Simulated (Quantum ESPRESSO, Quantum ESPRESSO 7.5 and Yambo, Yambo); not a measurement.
# Converging GW for CdF2 (Fm-3m) in Yambo

Wanted: a converged G0W0 gap of CdF2 (Fm-3m), or an estimate of the limit.

Calculated with Quantum ESPRESSO 7.5 and Yambo 5.3.0; PBE and many-body steps on it, plane waves.

### 1. Starting point

The structure is cubic, space group Fm-3m (No. 225). The conventional cell has a = 5.388 Å, b = 5.388 Å, c = 5.388 Å, α = 90.00°, β = 90.00°, γ = 90.00°. Cd has 8 F at 2.33 Å nearest. Nearest to F lie 4 Cd at 2.33 Å. Farther neighbours and most contacts between anions are not listed.

The cell and positions come from the Crystallography Open Database and are kept as given unless a step says otherwise.

### 2. Empty states on the mesh, 4×4×4 mesh, 478 bands

This step: Quantum ESPRESSO 7.5; DFT, PBE, plane waves, norm-conserving pseudopotentials.

The sums over transitions need many empty states on a uniform mesh; this step solves for them.

pw.in reads:

```
&control
  calculation = 'nscf'
  prefix = 'x'
  outdir = 'o'
  pseudo_dir = 'pseudo'
/
&system
  ibrav = 0
  nat = 3
  ntyp = 2
  ecutwfc = 94.0
  nbnd = 478
  force_symmorphic = .true.
/
&electrons
  conv_thr = 1e-9
  electron_maxstep = 80
  diago_full_acc = .true.
  diago_thr_init = 5e-6
/
ATOMIC_SPECIES
  Cd 112.41 Cd.upf
  F 18.998 F.upf
CELL_PARAMETERS angstrom
  0.0000000000 2.6940000000 2.6940000000
  2.6940000000 0.0000000000 2.6940000000
  2.6940000000 2.6940000000 -0.0000000000
ATOMIC_POSITIONS crystal
  Cd 0.0000000000 0.0000000000 0.0000000000
  F 0.2500000000 0.2500000000 0.2500000000
  F 0.7500000000 0.7500000000 0.7500000000
K_POINTS automatic
  4 4 4 0 0 0
```

Started as:

```console
OMP_NUM_THREADS=1 mpirun -n 4 pw.x -nk 4 -in pw.in > pw.out
```

What it wrote:

```text
Program PWSCF v.7.5 starts

     This program is part of the open-source Quantum ESPRESSO suite
     for quantum simulation of materials; please cite
         "P. Giannozzi et al., J. Phys.:Condens. Matter 21 395502 (2009);
         "P. Giannozzi et al., J. Phys.:Condens. Matter 29 465901 (2017);
         "P. Giannozzi et al., J. Chem. Phys. 152 154105 (2020);
     in publications or presentations arising from this work. More details at

     Atomic positions and unit cell read from directory:
     o/x.save/

     Message from routine setup:
[...]
77.7756  78.0206  79.5497  79.5497  79.7154  79.7154  80.7871  80.7871
     [... 48 further rows ...]
   291.4416 292.3405 292.6191 292.6191 293.1318 295.0307 295.0307 296.3639
   296.3639 296.7682 298.8677 299.4142 299.4142 300.0088

          k = 0.3536 0.0000 0.0000 (  4064 PWs)   bands (ev):

     [... further k-points ...]

     highest occupied, lowest unoccupied level (ev):     6.5299    9.6539

     XML data file, pseudopotentials, collected wavefunctions

=------------------------------------------------------------------------------=
   JOB DONE.
=------------------------------------------------------------------------------=
```

It took 50 s on 4 MPI ranks of Intel Xeon 6975P-C (Granite Rapids), shared host; peak memory 0.99 GiB; 3.3 min of CPU time.

Numbers from this step:

* gap: 3.124 eV
* k of the valence top: 0.25, -0.5, -0.25
* k of the conduction bottom: 0, 0, 0
* least direct gap: 3.619 eV
* k points computed: 8
* lowest point of the top converged band, above the valence top: 290.2509 eV

On this mesh the gap is 3.124 eV.

The density comes from a self-consistent run that is not shown.

### 3. Conversion and set-up

This step: Yambo 5.3.0; conversion and set-up on PBE, plane waves, norm-conserving pseudopotentials.

The states are converted to the many-body program's format and the q mesh is built.

Started as:

```console
(cd o/x.save; p2y > p2y.log; mv SAVE ../..); yambo > setup.log
```

What it wrote:

```text
 Yambo, version 5.3.0

 [02] CORE Variables Setup
 =========================

  [02.01] Unit cells
  ==================

  Cell kind             :  FCC
  Atoms in the cell     :  Cd  F
  number of Cd atoms    :  1
  number of F  atoms    :  2

  List of atomic masses
  Mass of Cd    :  112.4100
  Mass of F     :  18.99800

  List of atomic coordinates    : [cc]
  Cd1       :  0.000000  0.000000  0.000000  order 1
  F1       :  2.545461  2.545461  2.545461  order 2
  F2       :  7.636383  7.636383  7.636383  order 3

  Alat factors          :  5.090922  5.090922  5.090922 [a.u.]
[...]
==========================================

 IBZ Q-points                                      :   8
 BZ  Q-points                                      :   64

 K/Q-points units:
 rlu = crystal or reduced units; cc = cartesian coordinates; iku = interal k-units

 Q [1]          [rlu]:  0.000000  0.000000  0.000000
 Q [2]          [rlu]:  0.14198E-16 -0.27435E-16  0.25000
 Q [3]          [rlu]: -0.28396E-16  0.54870E-16 -0.50000
[...]
Q [7]          [rlu]: -0.13177E-16 -0.50000     -0.50000
 Q [8]          [rlu]:  0.250000 -0.500000 -0.250000

  [03.01] X indexes
  =================

   [03.01.01] Sigma indexes
   ========================

 [06] Game Over & Game summary
```

Elapsed: 3 s, on 1 MPI rank; peak memory 0.25 GiB.

### 4. 74 bands, 122.5 eV

Now the one-shot GW correction: screening in the RPA, then the self-energy of the levels asked for.

This step: G0W0 on PBE, plane waves, norm-conserving pseudopotentials.

gw1.in reads:

```
HF_and_locXC
gw0
dyson
ppa
em1d
rim_cut
RandQpts= 1000000
RandGvec= 1 RL
EXXRLvcs= 94 Ry
VXCRLvcs= 376 Ry
Chimod= "HARTREE"
% BndsRnXp
 1 | 74 |
%
NGsBlkXp= 9 Ry
% LongDrXp
 1 | 1 | 1 |
%
% GbndRnge
 1 | 74 |
%
DysSolver= "n"
ExtendOut
PPAPntXp= 27.21138 eV
% QPkrange
 8 | 8 | 16 | 19 |
 1 | 1 | 16 | 19 |
%
```

Started as:

```console
OMP_NUM_THREADS=1 mpirun -n 4 yambo -F gw1.in -J gw1 -C gw1 > gw1.log
```

What it wrote:

```text
 Yambo, version 5.3.0

 [02] CORE Variables Setup
 =========================

  [... cell, symmetries and grids as in the set-up ...]

  [02.05] Energies & Occupations
  ==============================

  [X] === General ===
  [X] Electronic Temperature                        :  0.000000  0.000000 [eV K]
  [X] Bosonic    Temperature                        :  0.000000  0.000000 [eV K]
  [X] Finite Temperature mode                       : no
  [X] El. density                                   :  0.86947E+24 [cm-3]
  [X] Fermi Level                                   :  6.529887 [eV]

  [X] === Gaps and Widths ===
  [X] Conduction Band Min                           :  3.123994 [eV]
  [X] Valence Band Max                              :  0.000000 [eV]
  [X] Filled Bands                                  :  17
  [X] Empty Bands                                   :    18   478
  [X] Direct Gap                                    :  3.619366 [eV]
  [X] Direct Gap localized at k                     :  1
  [X] Indirect Gap                                  :  3.123994 [eV]
  [X] Indirect Gap between kpts                     :   8   1
  [X] Last valence band width                       :  0.495373 [eV]
  [X] 1st conduction band width                     :  4.976967 [eV]

 [03] Transferred momenta grid and indexing
 ==========================================

 IBZ Q-points                                      :   8
 BZ  Q-points                                      :   64

 K/Q-points units:
 rlu = crystal or reduced units; cc = cartesian coordinates; iku = interal k-units

 Q [1]          [rlu]:  0.000000  0.000000  0.000000
 Q [2]          [rlu]:  0.14198E-16 -0.27435E-16  0.25000
 Q [3]          [rlu]: -0.28396E-16  0.54870E-16 -0.50000
 Q [4]          [rlu]:  0.65886E-17  0.25000      0.25000
 Q [5]          [rlu]: -0.68688E-17  0.25000      0.50000
 Q [6]          [rlu]:  0.27115E-16  0.25000     -0.25000
 Q [7]          [rlu]: -0.13177E-16 -0.50000     -0.50000
 Q [8]          [rlu]:  0.250000 -0.500000 -0.250000

 [04] Coloumb potential Random Integration (RIM)
 ===============================================

  [04.01] RIM initialization
  ==========================

  * Diagonal components only detected *

  8 x (sBL volume)        :  0.117498 [a.u.]
  sBZ random points       :  1000000
  Points outside the sBZ  :   7999624
  RL volume               :  0.939984 [a.u.]
  Integrated volume       :  0.940028 [a.u.]

  [04.02] RIM integrals
  =====================

  Gamma point sphere radius             :  0.088844 [a.u.]
  Points outside the sphere             :   799635
  [Int_sBZ(q=0) 1/q^2]*(Vol_sBZ)^(-1/3) =:  7.763403
                                 should be <:  7.795600

  Summary of Coulomb integrals for non-metallic bands |Q|[au] RIM/Bare

  Q [1] 0.100000E-4 0.995870 * Q [2] 0.267211 1.065611
  Q [4] 0.308548 1.063726 * Q [6] 0.436353 1.025826
  Q [5] 0.511670 1.019349 * Q [3] 0.534422 1.016307
  Q [7] 0.617097 1.012926 * Q [8] 0.689935 1.009939

 [05] Dipoles
 ============

  [05.01] Setup: observables and procedures
  =========================================

 [06] Dynamic Dielectric Matrix (PPA)
 ====================================

 [WR./gw1//ndb.pp]---------------------------------------------------------------
  Brillouin Zone Q/K grids (IBZ/BZ)                :    8   64    8   64
  RL vectors                                       :   4957 [WF]
  Coulomb cutoff potential                         : none
  Electronic Temperature                           :  0.000000 [K]
  Bosonic    Temperature                           :  0.000000 [K]
  PPA    diel. fun.  energies                      : Perdew, Burke & Ernzerhof(X)+Perdew, Burke & Ernzerhof(C)
  wavefunctions                                    : Perdew, Burke & Ernzerhof(X)+Perdew, Burke & Ernzerhof(C)
  Global Gauge                                     : length
  X matrix size                                    :  137
  X band range                                     :    1   74
  X e/h energy range                               : -1.000000 -1.000000 [eV]
  X Time ordering                                  : R
  X Hxc Kernel                                     : HARTREE
  X Drude frequency                                :  0.000000  0.000000
  X poles                                          :  100.0000 [o/o]
  RL vectors in the sum                            :   4957
  [r,Vnl] included                                 : yes
  Field direction                                  :  0.577350E-5  0.577350E-5  0.577350E-5
  BZ energy Double Grid                            : no
  BZ energy DbGd points                            : 0
  BZ Q point size factor                           : -1.000000
  X Optical Averaged directions                    : none

 [07] Local Exchange-Correlation + Non-Local Fock
 ================================================

 [VXC] Plane waves :   32647
 [EXS] Plane waves :   4111

 QP @ state[ 1 ] K range:  1  1
 QP @ state[ 1 ] b range:  16  19
 QP @ state[ 2 ] K range:   8   8
 QP @ state[ 2 ] b range:  16  19

 [xc] Functional : Perdew, Burke & Ernzerhof(X)+Perdew, Burke & Ernzerhof(C)
 [xc] LIBXC used to calculate xc functional
  PP Number of Atomic Species                      :  2
  NLCC RL compoments                               :   32647
  PP Number of Atomic Species                      :  2
  NLCC RL compoments                               :   32647

 [xc] E_xc :  -24.65860 [Ha]
      E_xc :  -49.31721 [Ry]

  Local XC kind (lXC) : Perdew, Burke & Ernzerhof(X)+Perdew, Burke & Ernzerhof(C)
  Non-Local XC kind (nlXC) : Hartree-Fock

  Corrections @ K [1] :  [eV]
 <16|nlXC|16> = -32.28243  0.83992E-17 <16|lXC|16> = -24.99306  0.000000
 <17|nlXC|17> = -32.28237 -0.16456E-16 <17|lXC|17> = -24.99306  0.000000
 <18|nlXC|18> = -7.990550  0.16803E-17 <18|lXC|18> = -12.40280  0.000000
 <19|nlXC|19> = -4.689356 -0.82543E-18 <19|lXC|19> = -10.20232  0.94408E-16

  Corrections @ K [8] :  [eV]
 <16|nlXC|16> = -30.52773  0.14086E-16 <16|lXC|16> = -23.13818  0.18882E-15
 <17|nlXC|17> = -31.53442  0.92918E-17 <17|lXC|17> = -24.39237 -0.11801E-16
 <18|nlXC|18> = -10.76329  0.19865E-17 <18|lXC|18> = -16.75171  0.000000
 <19|nlXC|19> = -6.368119 -0.64711E-18 <19|lXC|19> = -10.95815  0.94408E-16

  [07.01] Hartree-Fock occupations report
  =======================================

  [Hartree-Fock] === General ===
  [Hartree-Fock] Electronic Temperature             :  0.000000  0.000000 [eV K]
  [Hartree-Fock] Bosonic    Temperature             :  0.000000  0.000000 [eV K]
  [Hartree-Fock] Finite Temperature mode            : no
  [Hartree-Fock] El. density                        :  0.86947E+24 [cm-3]
  [Hartree-Fock] Fermi Level                        :  6.529887 [eV]

  [Hartree-Fock] === Gaps and Widths ===
  [Hartree-Fock] Conduction Band Min                :  4.990525 [eV]
  [Hartree-Fock] Valence Band Max                   : -0.088828 [eV]
  [Hartree-Fock] Filled Bands                       :  17
  [Hartree-Fock] Empty Bands                        :    18   478
  [Hartree-Fock] Direct Gap                         :  5.439230 [eV]
  [Hartree-Fock] Direct Gap localized at k          :  2
  [Hartree-Fock] Indirect Gap                       :  5.079353 [eV]
  [Hartree-Fock] Indirect Gap between kpts          :   7   2
  [Hartree-Fock] Last valence band width            :  7.695860 [eV]
  [Hartree-Fock] 1st conduction band width          :  9.098857 [eV]

 [08] Dyson equation: Newton solver
 ==================================

  [08.01] G0W0 (W PPA)
  ====================

  [  GW  ] Bands range     :    1   74
  [GW/PPA] G damping       :  0.100000 [eV]

  QP @ state[ 1 ] K range:  1  1
  QP @ state[ 1 ] b range:  16  19
  QP @ state[ 2 ] K range:   8   8
  QP @ state[ 2 ] b range:  16  19

   Sc/G bands                                       :    1   74
   Sc/G damping                                     :  0.100000 ev
   Sc bands terminator                              : no
   Sx RL components                                 :   4111

   QP @ state[ 1 ] K range                          :  1  1
   QP @ state[ 1 ] b range                          :  16  19
   QP @ state[ 2 ] K range                          :   8   8
   QP @ state[ 2 ] b range                          :  16  19
   GF energies kind                                 : Perdew, Burke & Ernzerhof(X)+Perdew, Burke & Ernzerhof(C)
   GF WF`s kind                                     : Perdew, Burke & Ernzerhof(X)+Perdew, Burke & Ernzerhof(C)
   Xs energies kind                                 : Perdew, Burke & Ernzerhof(X)+Perdew, Burke & Ernzerhof(C)
   Xs WF`s kind                                     : Perdew, Burke & Ernzerhof(X)+Perdew, Burke & Ernzerhof(C)

 [11] Game Over & Game summary
```

Elapsed: 49 s, on 4 MPI ranks; peak memory 1.7 GiB; 3.2 min of CPU time.

Numbers from this step:

* G0W0 gap on the points computed: 5.317 eV
* starting gap on the mesh: 3.124 eV
* k of the valence top: 0.25, -0.5, -0.25
* k of the conduction bottom: 0, 0, 0
* least direct G0W0 gap on the computed points: 6.070 eV
* Z at the valence top: 0.7995
* Z at the conduction bottom: 0.8718

The gap on the mesh goes from 3.12 eV to 5.32 eV, a correction of +2.19 eV.

(Continued in part 2 of 2.)

[Paths, hosts, dates, memory and timing lines, banners, echoed tables and standing remarks are left out of the program output.]

[Logs are printed without paths, hosts, clocks, repeated set-up lines and the standing remarks that a program may print on its own settings, such as how far it seeks lower states.]

[Runs of the session that timed out or met a known fault of the program may be left out.]

[Hosts, paths, dates, database ids (printed as entryN), source tags and the programs' standing remarks are cut or masked in the printed files.]
